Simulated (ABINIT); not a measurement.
# Calculated records

Beyond one shot: Rb2Pd (Fm-3m). Symmetry: Fm-3m, No. 225, cubic system. Conventional cell: a = 8.246 Å, b = 8.246 Å, c = 8.246 Å, α = 90.00°, β = 90.00°, γ = 90.00°. Rb has 4 Pd at 3.57 Å nearest. Pd has 8 Rb at 3.57 Å nearest. Farther neighbours, and contacts between anions beyond the nearest, are not listed. The calculation used RPA screening on PBEsol from quasiparticle energies, plane waves, norm-conserving pseudopotentials (and 5 further levels or steps) in ABINIT 10.8.3, with cutoff 37 Ha, PseudoDojo scalar-relativistic 0.4.1 standard, norm-conserving, ngkpt (2, 2, 2), nband 110, ecuteps 3.9 Ha, gwcalctyp 10, inclvkb 2, shiftk (0, 0, 0), symchi 1, awtr 1, frequency ppm, cycle 2, q points all but q = 0, 2×2×2 k-mesh. The G0W0 is 1.453 eV. The evGW0, cycle 1 is 1.601 eV. The evGW0, cycle 2 is 1.506 eV, the evGW0, cycle 3 is 1.524 eV and the evGW0, cycle 4 is 1.521 eV. The evGW, cycle 1 is 1.575 eV, the evGW, cycle 2 is 1.583 eV and the known limits are short of the basis limit; no spin polarisation; d states lean on the start; no spin-orbit coupling; coarse k mesh. Only the bands that the input lists are updated; the higher empty ones keep the functional's energies. The evGW loop starts from the last levels of evGW0, so its cycles and time come on top of those. In doubt: a PseudoDojo file used here is known to give poor structures and forces, which bears on pressures, cells, forces and phonons. The program's warnings: nproc spkpt=  >= nkpt= * nsppol=. The cell and positions are those that the Materials Project relaxed with its own functionals (PBE, PBE+U or r2SCAN), kept fixed. Limits: no spin polarisation; d states lean on the start; no spin-orbit coupling. The first cycle of evGW0 takes the full correction, without the factor Z, so it overshoots the one-shot value. The 2×2×2 mesh is coarse for this cell, which bears on the long-range parts of exchange and screening. The runs have no spin polarisation. For a closed low-spin shell that is the natural state; where a d or f shell is open it is a constraint, and the gap is then not the crystal's own.

[Paths, hosts, dates, memory and timing lines, banners, echoed tables and standing remarks are left out of the program output; an Ansatz launch command may be rebuilt from the run's recorded settings. Measured values are a selection of at most five: reports struck by readers or far from the other reports are left out. None is set beside runs whose start may be inverted or whose files or cutoffs have a known fault.]

[Runs of the session that timed out or met a known fault of the program may be left out.]

[Hosts, paths, dates, database ids (printed as entryN), source tags and the programs' standing remarks are cut or masked in the printed files.]

[G0W0 gaps are taken among the corrected bands and points alone; a level outside them can change the order at an edge.]

[Where Ansatz stands beside ABINIT at settings called matched, ABINIT's density can come from a denser mesh and the files from another edition; pairs whose starting gaps differed by over 0.03 eV were left out, so agreement reads better than it is.]
